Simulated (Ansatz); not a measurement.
# LiAlF4 (built on the sites of a database entry of RbAlF4): a soft mode frozen in

Aim: this structure of LiAlF4 (built on the sites of a database entry of RbAlF4) is to be tested for unstable modes, and one is followed downhill.

Main program and level: Ansatz 0.2.0; DFT PBEsol, scalar-relativistic, plane waves, PAW.

The structure was built from a prototype and need not be the compound's stable phase.

### Step 1. The starting structure

Symmetry: P4/mmm, No. 123, tetragonal system. The conventional cell has a = 3.566 Å, b = 3.566 Å, c = 6.060 Å, α = 90.00°, β = 90.00°, γ = 90.00°. Nearest to Li lie 8 F at 2.81 Å. Nearest to Al lie 6 F at 1.78 to 1.79 Å. F has 2 Al at 1.78 Å nearest. Nearest to F lie 1 Al at 1.79 Å. Farther neighbours and most contacts between anions are not listed.

### Step 2. Phonons on a q mesh

The cell comes from relaxations at this level that are not shown. The mesh has a single point along some directions, so zone-edge points there are not solved. Linear response on a 2×2×1 q mesh gives force constants as far as a supercell of that size would, and the tensors from the zone-centre run are typed in so that the long-range dipole term is interpolated apart.

Input file input.yaml:

```yaml
crystal:
  lattice:
    - [3.5663032145, 0.0, 0.0]
    - [0.0, 3.5663032145, 0.0]
    - [0.0, 0.0, 6.060049296]
  atoms:
    - { symbol: Li, position: [0.5, 0.5, 0.5] }
    - { symbol: Al, position: [0.0, 0.0, 0.0] }
    - { symbol: F, position: [0.5, 0.0, 0.0] }
    - { symbol: F, position: [0.0, 0.5, 0.0] }
    - { symbol: F, position: [0.0, 0.0, 0.2953455764] }
    - { symbol: F, position: [0.0, 0.0, 0.7046544236] }
kpoints:
  mp_grid: { grid: [6, 6, 4] }
hamiltonian:
  xc: pbesol
scf:
  occupations: { method: fixed }
output:
  eigenvalues: true
phonons:
  method: dfpt
  qmesh: [2, 2, 1]
  temperatures: { t_max: 1000, t_step: 50 }
  qpath:
    path:
      - [[0.0, 0.0, 0.0], [0.0, 0.5, 0.0], [0.5, 0.5, 0.0], [0.0, 0.0, 0.0], [0.0, 0.0, 0.5], [0.0, 0.5, 0.5], [0.5, 0.5, 0.5], [0.0, 0.0, 0.5]]
      - [[0.0, 0.5, 0.0], [0.0, 0.5, 0.5]]
      - [[0.5, 0.5, 0.0], [0.5, 0.5, 0.5]]
    npoints: 10
  non_analytic_term:
    high_frequency_dielectric_tensor: [[1.9023, 0.0, 0.0], [0.0, 1.9023, 0.0], [0.0, 0.0, 1.8479]]
    born_effective_charges:
      - { species: Li, tensor: [[1.1816, 0.0, 0.0], [0.0, 1.1816, 0.0], [0.0, 0.0, 1.2351]] }
      - { species: Al, tensor: [[2.9142, 0.0, 0.0], [0.0, 2.9142, 0.0], [0.0, 0.0, 2.5798]] }
      - { species: F, tensor: [[-1.6471, 0.0, 0.0], [0.0, -0.6832, 0.0], [0.0, 0.0, -0.683]] }
      - { species: F, tensor: [[-0.6832, 0.0, 0.0], [0.0, -1.6471, 0.0], [0.0, 0.0, -0.683]] }
      - { species: F, tensor: [[-0.8827, 0.0, 0.0], [0.0, -0.8827, 0.0], [0.0, 0.0, -1.2244]] }
      - { species: F, tensor: [[-0.8827, 0.0, 0.0], [0.0, -0.8827, 0.0], [0.0, 0.0, -1.2244]] }
    source: "zone-centre run at this cell"
```

Started as:

```
ansatz run input.yaml --threads 8 --pin off --max-ram 14336MiB --backend cpu --events-out ev --progress --plain --runs-dir out
```

Numbers of over 12 decimals in the logs are rounded to 6 here.

Log:

```text
Warning: phonons: the dynamical matrix that this run interpolates holds no multipole term above the dipole-dipole one, and a site of this crystal is no centre of inversion, so its interpolated transverse optical and acoustic branches and sound speeds can stay off near Gamma, and the density of states and the thermodynamics with them. What a run solves at a wave vector of phonons.qpoints, Gamma apart, where the deck admits one, is free of this, and under fd what a larger phonons.supercell samples
Engine: ansatz 0.2.0, aarch64-unknown-linux-gnu
Pseudopotentials: kind: paw
Pseudopotential: Li, paw, valence charge 3, recommended cutoff 420 eV (normal), Li.paw.azcp
Pseudopotential: Al, paw, valence charge 3, recommended cutoff 420 eV (normal), Al.paw.azcp
Pseudopotential: F, paw, valence charge 7, recommended cutoff 420 eV (normal), F.paw.azcp
Functional definition: PBEsol
  exchange = pbesol_x
  correlation = pbesol_c
Crystal: 6 atoms, lattice volume = 77.075 Å³
Basis set: ecut = 420 eV, 1513 PW (Γ), exchange–correlation on 48×48×90 points (8 copies of the dense FFT grid, shifted against one another)
Bands: 23, of which v1, the nominal top of the filled ones, is band 17 counted from 1 (16 counted from 0)
Symmetry: 16 space group operations
k-points: 30 of 144
Non-local potential: Li, projectors of the file, l = 0: 3, l = 1: 2, l = 2: 1
Non-local potential: Al, projectors of the file, l = 0: 2, l = 1: 2, l = 2: 1
Non-local potential: F, projectors of the file, l = 0: 2, l = 1: 2, l = 2: 1
PAW form: soft (Blöchl's): semilocal exchange-correlation on the pseudo side does not see the compensation charge
PAW frozen core: Al, regenerated for the run's functional, and the local potential with it (the file was generated under x = pbe(κ = 0.804, μ = 0.219515), c = pbe(β = 0.066725))
PAW frozen core: F, regenerated for the run's functional, and the local potential with it (the file was generated under x = pbe(κ = 0.804, μ = 0.219515), c = pbe(β = 0.066725))
PAW one-centre angular grid: Li, 110 points (default); XC on 64 Gauss nodes
PAW one-centre angular grid: Al, 110 points (default); XC on 64 Gauss nodes
PAW one-centre angular grid: F, 110 points (default); XC on 64 Gauss nodes
Initial density: superposition of atomic densities (neutral atoms: chi_scale 0, normalization atom), corrected by the library's trained network
Initial wavefunctions: pseudopotential atomic-orbital guess
Functional: x = pbesol(κ = 0.804, μ = 0.123457), c = pbesol(β = 0.046)
SCF iter   1: F=—  HF=-3936.865293 eV  |F-HF|=—  |Δ(HF+E_count)|=         —  Δρ=1.16e-2  dr2=6.15e-2  ethr=1.77e-3  ⟨swp⟩=4.6  Hψ=2946  notcnv=0  defer=103
preconditioner: auto → none  [insulator: Δε(μ)=5.661 eV  Ē_g=17.695 eV  n_scr=16 (ndim 8)  ℏωp=23.9 eV  f_vac=0.238  ε∞_Penn≈2.8]
SCF iter   2: F=—  HF=-3936.848152 eV  |F-HF|=—  |Δ(HF+E_count)|=   1.71e-2  Δρ=4.19e-3  dr2=7.32e-3  ethr=1.81e-4  ⟨swp⟩=2.0  Hψ=1430  notcnv=0  defer=113
SCF iter   3: F=—  HF=-3936.845754 eV  |F-HF|=—  |Δ(HF+E_count)|=   2.40e-3  Δρ=5.25e-4  dr2=1.12e-4  ethr=2.15e-5  ⟨swp⟩=2.0  Hψ=1125  notcnv=0  defer=117
SCF iter   4: F=—  HF=-3936.845759 eV  |F-HF|=—  |Δ(HF+E_count)|=   4.94e-6  Δρ=2.75e-4  dr2=3.62e-5  ethr=3.29e-7  ⟨swp⟩=2.0  Hψ=1215  notcnv=0  defer=118
SCF iter   5: F=—  HF=-3936.845758 eV  |F-HF|=—  |Δ(HF+E_count)|=   6.84e-7  Δρ=5.84e-5  dr2=8.04e-7  ethr=1.06e-7  ⟨swp⟩=2.0  Hψ=1192  notcnv=0  defer=64
SCF iter   6: F=—  HF=-3936.845759 eV  |F-HF|=—  |Δ(HF+E_count)|=   8.56e-7  Δρ=1.04e-5  dr2=3.18e-8  ethr=2.36e-9  ⟨swp⟩=2.0  Hψ=996  notcnv=0  defer=48
SCF iter   7: F=—  HF=-3936.845759 eV  |F-HF|=—  |Δ(HF+E_count)|=   7.47e-8  Δρ=9.46e-7  dr2=3.50e-10  ethr=9.36e-11  ⟨swp⟩=2.0  Hψ=1150  notcnv=0  defer=48
SCF iter   8: F=-3936.845759 eV  HF=-3936.845759 eV  |F-HF|=2.82e-11  |Δ(HF+E_count)|=   1.60e-9  Δρ=1.25e-7  dr2=7.71e-12  ethr=1.00e-12  ⟨swp⟩=10.5  Hψ=4382  notcnv=0
SCF 1 converged in 8 iterations: F = -3936.845759 eV  dr2 = 7.71e-12
  greatest PAW one-centre occupation: 0.999 electrons in one spin orbital (limit 2), on the Li atom at site 0 (counted from 0), in its partial waves of l = 0
NSCF: frozen V_eff on 30 k-points
NSCF: frozen V_eff on 48 k-points
DFPT response loops at q = (0, 0, 0) (fractional): preconditioner auto → none (the input reference at scf.mixing.eps_inf says where Resta's filter doesn't serve); β = 0.50; Broyden in place of MSR1
NSCF: frozen V_eff on 96 k-points
DFPT response loops at q = (0, -0.5, 0) (fractional): mixed as the last ones told, above
NSCF: frozen V_eff on 96 k-points
DFPT response loops at q = (-0.5, -0.5, 0) (fractional): mixed as the last ones told, above
SCF converged after 8 iterations
Free energy (F): -3936.845759 eV
Harris-Foulkes:  -3936.845759 eV  (|F-HF|=2.82e-11)
Internal energy: -3936.845759 eV  (E = F + TS)
E sigma→0 (E₀):  -3936.845759 eV
Fermi energy:    -0.173979 eV
--- Per-component energies (eV) ---
  E_band       = -305.069385
  E_kinetic    = 876.743547
  E_local      = -3083.053845  (includes V_loc(G=0)·N_el)
  E_nonlocal   = 271.418533
  E_hartree    = 1180.201087
  E_xc         = -365.740176
  E_vxc        = -450.119174  (∫ρ·V_xc dr)
  E_paw        = -1250.481868  (= ΣΔE_a)
  E_vpaw       = -280.468931  (= ΣTr[D̂ρ^β])
  E_aug_tail   = 0.008308  (compensation charges beyond the density's cutoff)
  E_ewald      = -1566.130254
  E_core_change = 0.188910  (= ΣΔE_core)
  E_smearing   = -0.000000  (= −TS)
  E_closure    = -0.000000  (closes the sum)
  Σ components = -3936.845759   (vs F -3936.845759, Δ=0.00e0)
--- Band table (eV; the first three rows and the last of 30) ---
  k-point 0: bands = [... 13 lower, -0.7716, -0.7288, -0.7288, -0.5571, 5.6073, 8.8973, 10.6247, 13.3265, ... 2 higher]
  k-point 1: bands = [... 13 lower, -0.9628, -0.8806, -0.5351, -0.5351, 5.9392, 8.1440, 11.1628, 13.4689, ... 2 higher]
  k-point 2: bands = [... 13 lower, -1.0498, -1.0498, -0.4465, -0.4465, 6.5164, 7.3128, 11.5124, 13.4554, ... 2 higher]
  k-point 29: bands = [... 13 lower, -0.8823, -0.6321, -0.5027, -0.5027, 9.5210, 9.6805, 9.6805, 10.4026, ... 2 higher]
--- Phonons (Γ-DFPT): 9 representative perturbations + reference (Σ response iterations 32) ---
  ASR residual: 1.194e-2 → 0.000e0 eV/Å²; symmetrization residual: 2.149e-6 eV/Å²
  ASR residual per site (eV/Å²): 4.45e-5 1.19e-2 6.26e-3 6.26e-3 8.04e-4 8.04e-4
  Γ frequencies (cm⁻¹): -246.99 -246.99 -51.83 0.00 0.00 0.00 162.44 162.44 184.40 184.40 213.16 325.81 325.81 392.81 531.46 614.23 706.41 706.41
--- Phonons (arbitrary-q DFPT): 3 irreducible q on the 2×2×1 mesh ---
  q = [0.0000, 0.0000, 0.0000] (star 1, of the zone-centre solve; hermiticity 1.67e-7, symmetrization 7.42e-14): -246.99 -246.99 -51.83 -0.00 0.00 0.00 162.44 162.44 184.40 184.40 213.16 325.81 325.81 392.81 531.46 614.23 706.41 706.41
  q = [0.0000, -0.5000, 0.0000] (star 2, 15 solved perturbations on 48 of 144 k-point pairs; hermiticity 1.28e-7, symmetrization 2.92e-8): -237.55 -198.06 44.42 60.04 117.11 158.43 183.18 198.95 230.11 254.24 299.63 331.36 333.74 505.43 594.53 612.87 668.93 702.47
  q = [-0.5000, -0.5000, 0.0000] (star 1, 9 solved perturbations in 378 linear systems a pass and spin channel, the states on 48 of 144 k-point pairs; hermiticity 1.01e-7, symmetrization 5.03e-8): -198.34 -198.34 -134.94 -127.56 -127.56 -126.98 255.43 258.49 258.49 320.11 320.11 347.45 475.72 536.62 584.97 584.97 587.62 713.87
  sum rule: each row above includes the acoustic sum rule's correction from the zone centre's row sums; it moved no ω² by more than (10.97 cm⁻¹)²
  mesh force constants: q→R imaginary residual 3.58e-18; ASR residual 1.194e-2 → 0.000e0 eV/Å²; symmetrization residual 2.132e-14 eV/Å²
  interpolated dispersion: 94 rows × 18 modes
  density of states and harmonic sums: on the 18×18×10 q-mesh, interpolated from the force constants of a 2×2×1 supercell (with the dipole–dipole term of supplied tensors)
  largest difference from the sums on the solved wave vectors: F 8.98e-2 eV, S 1.22e-4 and C_V 3.07e-5 eV/K
  zero-point energy: 0.318216 eV/cell   skipped modes (ω ≤ 0): 1216, of them read as no rigid motion or as one in doubt: 1213 (3.637e0 modes/cell left out, lowest -246.99 cm⁻¹)   left out of the sums: 2.02e-1 of the cell's modes: C_V's classical limit lies that fraction below 3 k_B per atom; for a crystal, a wire or a layer, F and S can be off by more, and a phonons.interpolated_qmesh denser along its periods is the remedy for the sampling
```

Wall time 36 s (8 threads of Arm Neoverse V1, shared host); peak memory 0.61 GiB.

Reading the cycles: dr2 is the Hartree energy of the density residual (eV), the measure of convergence; HF is the Harris–Foulkes estimate of the energy, which meets the free energy F at convergence.

A gap read on the k-mesh alone can miss the band edges.

This step gave:

```yaml
gap_on_the_k_mesh: 5.781 eV
volume_per_atom: 12.85 Å³
sum_rule_residual_before_enforcement: 0.01194 eV/Å²
point_group: 4/mmm
highest_optical_mode_at_the_zone_centre_no_lo_to_term: 706.4 cm⁻¹
lowest_optical_zone_centre_mode: -247.0 cm⁻¹
lowest_mode_on_the_q_mesh_acoustic_modes_at_gamma_apart: -247.0 cm⁻¹
highest_frequency_at_a_solved_wavevector_no_lo_to_term_at_gamma: 713.9 cm⁻¹
```

Frequencies (cm⁻¹) solved at each irreducible wavevector; negative means imaginary. Frequencies by wavevector, by row:

```
q in reciprocal lattice units  star  mode 1  mode 2  mode 3  mode 4  mode 16  mode 17  mode 18
                        0 0 0     1    -247    -247   -51.8       0    614.2    706.4    706.4
                     0 -0.5 0     2  -237.6  -198.1    44.4      60    612.9    668.9    702.5
                  -0.5 -0.5 0     1  -198.3  -198.3  -134.9  -127.6      585    587.6    713.9
```

Symmetry leaves 3 wavevectors to solve. The lowest mode among them, the acoustic zeros apart, lies at Γ and is imaginary, 247.0i cm⁻¹, so the energy falls along it.

### Step 3. The mode frozen in, largest atomic shift 0 Å

The mode followed lies at Γ with frequency 247.0i cm⁻¹ and is 2-fold degenerate, the softest among the wavevectors solved. At small amplitude the distorted cell has space group no. 25 by a symmetry search on the positions. The undistorted cell that holds it gives the zero of energy on the same k mesh.

input.yaml, the sections that differ from step 2:

```yaml
scf:
  occupations: { method: gaussian, width: 0.02 }
output:
  forces: true
  stress: true
  eigenvalues: true
# crystal, kpoints, hamiltonian: as in step 2
# phonons: removed
```

Log:

```text
[...]
Crystal: 6 atoms, lattice volume = 77.075 Å³
Basis set: ecut = 420 eV, 1513 PW (Γ), exchange–correlation on 48×48×90 points (8 copies of the dense FFT grid, shifted against one another)
Bands: 23, of which v1, the nominal top of the filled ones, is band 17 counted from 1 (16 counted from 0)
Symmetry: 16 space group operations
[...]
k-points: 30 of 144
[...]
k-point 0: bands = [... 13 lower, -0.7715, -0.7287, -0.7287, -0.5570, 5.6075, 8.8977, 10.6248, 13.3266, ... 1 higher]
  k-point 1: bands = [... 13 lower, -0.9627, -0.8806, -0.5350, -0.5350, 5.9394, 8.1443, 11.1629, 13.4691, ... 1 higher]
  k-point 2: bands = [... 13 lower, -1.0497, -1.0497, -0.4464, -0.4464, 6.5167, 7.3130, 11.5126, 13.4556, ... 1 higher]
  k-point 29: bands = [... 13 lower, -0.8822, -0.6321, -0.5027, -0.5027, 9.5215, 9.6806, 9.6806, 10.4031, ... 1 higher]
[key lines of the parts left out:]
SCF converged after 6 iterations
Free energy (F): -3936.845759 eV
Fermi energy:    2.716802 eV
P = ⅓ Tr σ = 0.0054 GPa (0.054 kbar)
```

The job ended after 0.57 s (8 threads; peak memory 0.4 GiB).

This step gave:

```
pressure                         : 0.005404 GPa
energy from the undistorted cell : 0 meV/atom
```

At this level the gap is 5.78 eV on the k-mesh of the self-consistent run, which can miss the band edges.

### Step 4. The mode frozen in, largest atomic shift 0.6 Å

The atoms are moved along the unstable eigenvector, the largest shift by 0.6 Å, with the cell fixed.

input.yaml, the sections that differ from step 3:

```yaml
crystal:
  lattice:
    - [3.5663032145, 0.0, 0.0]
    - [0.0, 3.5663032145, 0.0]
    - [0.0, 0.0, 6.060049296]
  atoms:
    - { symbol: Li, position: [0.6682414433, 0.5, 0.5] }
    - { symbol: Al, position: [-0.0055560485, 0.0, 0.0] }
    - { symbol: F, position: [0.4925743321, 0.0, 0.0] }
    - { symbol: F, position: [-0.0028729253, 0.5, 0.0] }
    - { symbol: F, position: [-0.0216341354, 0.0, 0.2953455764] }
    - { symbol: F, position: [-0.0216341354, 0.0, 0.7046544236] }
# kpoints, hamiltonian, scf, output: as in step 3
```

Log:

```text
[...]
Crystal: 6 atoms, lattice volume = 77.075 Å³
Basis set: ecut = 420 eV, 1513 PW (Γ), exchange–correlation on 48×48×90 points (8 copies of the dense FFT grid, shifted against one another)
Bands: 23, of which v1, the nominal top of the filled ones, is band 17 counted from 1 (16 counted from 0)
Symmetry: 4 space group operations
[...]
k-points: 48 of 144 (time reversal used)
[...]
k-point 0: bands = [... 13 lower, -0.9628, -0.9376, -0.8105, -0.6497, 5.7277, 9.1546, 10.5175, 12.9361, ... 1 higher]
  k-point 1: bands = [... 13 lower, -1.1208, -0.9666, -0.7484, -0.6241, 6.0578, 8.3157, 11.1457, 13.0453, ... 1 higher]
  k-point 2: bands = [... 13 lower, -1.2846, -1.1118, -0.6556, -0.5507, 6.6361, 7.4537, 11.5539, 13.1140, ... 1 higher]
  k-point 47: bands = [... 13 lower, -0.9744, -0.6778, -0.6673, -0.5525, 8.6632, 10.3369, 10.8410, 11.2453, ... 1 higher]
[key lines of the parts left out:]
SCF converged after 6 iterations
Free energy (F): -3937.111489 eV
Fermi energy:    2.742366 eV
P = ⅓ Tr σ = 0.1654 GPa (1.654 kbar)
```

Elapsed: 1.2 s, on 8 threads; peak memory 0.48 GiB.

Numbers from this step:

```yaml
pressure: 0.1654 GPa
gap_on_the_k_mesh: 5.971 eV
energy_from_the_undistorted_cell: -44.29 meV/atom
```

The energy, extrapolated to zero smearing, is -44.29 meV/atom against the undistorted cell.

The run ends at a pressure of 0.17 GPa, with forces up to 0.69 eV/Å.

### Step 5. Energy along the mode, all amplitudes (two of the runs are shown above)

An imaginary frequency means negative curvature, so the energy should fall and then rise again as anharmonic terms take over.

This step gave:

```yaml
depth_at_the_lowest_point_sampled: 44.29 meV/atom
largest_atomic_shift_at_that_point: 0.6 Å
```

Table of energy from the parent by largest atomic shift:

```
largest atomic shift (Å)  energy from the parent (meV/atom)
                   0.000                                  0
                   0.040                             -0.228
                   0.080                             -0.912
                   0.140                              -2.78
                   0.220                              -6.78
                   0.320                              -14.0
                   0.450                              -26.6
                   0.600                              -44.3
```

Displacement at unit largest shift by atom:

```
atom  x (Å)  y (Å)  z (Å)  size
 Li1   1.00   0.00   0.00  1.00
 Al2  -0.03   0.00   0.00  0.03
  F3  -0.04   0.00   0.00  0.04
  F4  -0.02   0.00   0.00  0.02
  F5  -0.13   0.00   0.00  0.13
  F6  -0.13   0.00   0.00  0.13
```

The lowest of the steps tried is the last one, at 0.6 Å, 44.3 meV/atom below the parent; the bottom of the well need not coincide with a step.

(Part 1 of 3 ends here.)

[Logs are printed without paths, hosts, clocks, repeated set-up lines and the standing remarks that a program may print on its own settings, such as how far it seeks lower states.]

[Hosts, paths, dates, database ids (printed as entryN), source tags and the programs' standing remarks are cut or masked in the printed files.]
